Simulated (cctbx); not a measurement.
**Occupancies in SiGe2Rh5**

Cell a = 5.4470 Å, b = 10.5280 Å, c = 3.9400 Å, α = 90.00°, β = 90.00°, γ = 90.00°; space group Pbam (no. 55); nominal formula SiGe2Rh5.

Simulated single-crystal data (cctbx): Mo Kα, λ = 0.71073 Å, to d = 0.77 Å, 95 % of the full sphere, strongest reflection 20000 counts, noise from counting, a 2 % proportional error and a noise floor of 2 counts (s.d.); no absorption.

With every site full:

```text
Rint 0.027, 296 unique reflections to 0.77 A
cycle     R1     wR2    GooF  max shift (A)
   1  0.1312  0.2813  13.222   0.00062
   2  0.0187  0.0474   2.229   0.00000
final R1 0.0187 wR2 0.0474 GooF 2.229  parameters 26  data/parameter 11.4
atom        x        y        z      Ueq    occ   su(xyz)  su(Uiso or U11)
Rh1    0.65805  0.78757  0.00000   0.0056  1.000  0.00013  0.0004
Rh2    0.50000  0.50000  0.00000   0.0050  1.000  0.00000  0.0005
Rh3    0.34380  0.89113  0.50000   0.0018  1.000  0.00012  0.0003
Ge1    0.58901  0.34047  0.50000   0.0064  1.000  0.00018  0.0005
Si2    0.00000  0.50000  0.00000  -0.0042  1.000  0.00000  0.0013  NPD
difference map: max 2.70 min -1.07 rms 0.31
Q1    0.0000  0.5000  0.0768    4    2.71  0.30 A from Si2
Q2    0.2225  0.3641  0.5000    4    0.69  0.46 A from Rh3
Q3    0.2278  0.6193  0.3328    8    0.65  1.27 A from Ge1
Q4    0.1375  0.2117  0.0000    4    0.62  1.11 A from Rh1
Q5    0.1048  0.3546  0.5000    4    0.57  0.48 A from Rh3
Q6    0.2257  0.1834  0.3252    8    0.57  1.04 A from Ge1
```

With the occupancies of the suspect sites free, each still typed as its main element:

```text
Rint 0.027, 296 unique reflections to 0.77 A
cycle     R1     wR2    GooF  max shift (A)
   1  0.0782  0.1724   8.137   0.00037
  16  0.0098  0.0199   0.939   0.00000
final R1 0.0098 wR2 0.0199 GooF 0.937  parameters 28  data/parameter 10.6
atom        x        y        z      Ueq    occ   su(xyz)  su(Uiso or U11)
Rh1    0.65807  0.78755  0.00000   0.0060  1.000  0.00006  0.0002
Rh2    0.50000  0.50000  0.00000   0.0053  1.000  0.00000  0.0002
Rh3    0.34374  0.89108  0.50000   0.0022  1.000  0.00005  0.0001
Ge1    0.58894  0.34051  0.50000   0.0044  0.954  0.00008  0.0002
Si2    0.00000  0.50000  0.00000   0.0063  1.239  0.00000  0.0006
su of occupancy Ge1: 0.003
su of occupancy Si2: 0.009
difference map: max 0.65 min -0.71 rms 0.15
Q1    0.1383  0.2140  0.0000    4    0.66  1.11 A from Rh1
Q2    0.2177  0.6164  0.3068    8    0.51  1.38 A from Ge1
Q3    0.2261  0.1808  0.3379    8    0.49  1.01 A from Ge1
Q4    0.0774  0.4399  0.0000    4    0.48  0.76 A from Si2
Q5    0.0654  0.4636  0.3141    8    0.42  1.17 A from Rh3
Q6    0.2492  0.8535  0.5000    4    0.42  0.65 A from Rh3
```

**Question.** What is the disorder?

X-rays count electrons. Ge1 refines to 0.954(0.003), or 30.5 electrons; the site truly holds 0.925 Ge and 0.075 Si, 30.7 electrons, which is 0.958 of Ge; Si2 refines to 1.239(0.009), or 17.3 electrons; the site truly holds 0.85 Si and 0.15 Ge, 16.7 electrons, which is 1.193 of Si. A value under 1 can't tell vacancies from a lighter guest, and one over 1 needs a heavier guest; chemistry or a second radiation must settle which. Occupancy correlates with U and the scale, and the two elements' form factors differ in shape, so the match is approximate.

Freeing them takes R1 from 0.0187 to 0.0098 and GooF from 2.23 to 0.94.

The model was made for the exercise: a known structure type with other elements put in, its volume estimated, not relaxed; displacement parameters are assumed.

[Middle refinement cycles are left out of these outputs.]

[Logs are printed without paths, hosts, clocks, repeated set-up lines and the standing remarks that a program may print on its own settings, such as how far it seeks lower states.]
